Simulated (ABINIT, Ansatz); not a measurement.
**BaHCl (P4/nmm): one start, several treatments of the self-energy**

Symmetry: P4/nmm, No. 129, tetragonal system. The conventional cell has a = 4.408 Å, b = 4.408 Å, c = 7.202 Å, α = 90.00°, β = 90.00°, γ = 90.00°. Nearest to Ba lie 4 H at 2.69 Å and 6 Cl at 3.13 to 4.07 Å. Nearest to H lie 4 Ba at 2.69 Å. Nearest to Cl lie 6 Ba at 3.13 to 4.07 Å and 4 H at 3.35 Å. Farther neighbours, and contacts between anions beyond the nearest, are not listed.

```xyz
6
Lattice="4.4080 0.0000 0.0000 0.0000 4.4080 0.0000 0.0000 0.0000 7.2020" Properties=species:S:1:pos:R:3 pbc="T T T"
Ba    0.0000    2.2040    1.5484
Ba    2.2040    0.0000    5.6536
H     0.0000    0.0000    0.0000
H     2.2040    2.2040    0.0000
Cl    0.0000    2.2040    4.6813
Cl    2.2040    0.0000    2.5207
```

```yaml
method: RPA screening on LDA, plane waves, norm-conserving pseudopotentials (and 3 further levels or steps)
program: ABINIT 10.8.3
settings: cutoff 31 Ha, PseudoDojo scalar-relativistic 0.4.1 standard, norm-conserving, ngkpt (4, 4, 2), nband 168, ecuteps 5.2 Ha, gwcalctyp 2, nfreqre 16, nfreqim 8, inclvkb 2, freqremax 40 eV, spmeth 1, nomegasf 120, shiftk (0, 0, 0), symchi 1, awtr 1, frequency cd, 4×4×2 k-mesh
cost: 8 runs, 39 min in all on 4 MPI ranks of Intel Xeon 6975P-C (Granite Rapids), shared host
notes: The program’s warnings: Min real frequency set to default [Ha] =. The cell and positions come from the Crystallography Open Database and are kept as given unless a step says otherwise. Limits: no spin-orbit coupling. The 4×4×2 mesh is coarse for this cell, which bears on the long-range parts of exchange and screening.
g0w0_godby_needs_plasmon_pole: 5.183 eV
g0w0_von_der_linden_horsch_plasmon_pole: 5.286 eV
g0w0_hybertsen_louie_plasmon_pole: 5.288 eV
one_shot_hartree_fock: 10.653 eV
g0w0_contour_deformation: 5.124 eV
known_limits: short of the basis limit; no spin-orbit coupling; coarse k mesh
```

G0W0, von der Linden-Horsch plasmon pole: +0.103 eV against G0W0, Godby-Needs plasmon pole. G0W0, Hybertsen-Louie plasmon pole: +0.105 eV against G0W0, Godby-Needs plasmon pole.

[Long decimals in the printed logs are rounded to 6 places.]

[Logs are printed without paths, hosts, clocks, repeated set-up lines and the standing remarks that a program may print on its own settings, such as how far it seeks lower states.]

[Paths, hosts, dates, memory and timing lines, banners, echoed tables and standing remarks are left out of the program output; an Ansatz launch command may be rebuilt from the run's recorded settings. Measured values are a selection of at most five: reports struck by readers or far from the other reports are left out. None is set beside runs whose start may be inverted or whose files or cutoffs have a known fault.]

[Runs of the session that timed out or met a known fault of the program may be left out.]

[Hosts, paths, dates, database ids (printed as entryN), source tags and the programs' standing remarks are cut or masked in the printed files.]

[G0W0 gaps are taken among the corrected bands and points alone; a level outside them can change the order at an edge.]

[Where Ansatz stands beside ABINIT at settings called matched, ABINIT's density can come from a denser mesh and the files from another edition; pairs whose starting gaps differed by over 0.03 eV were left out, so agreement reads better than it is.]
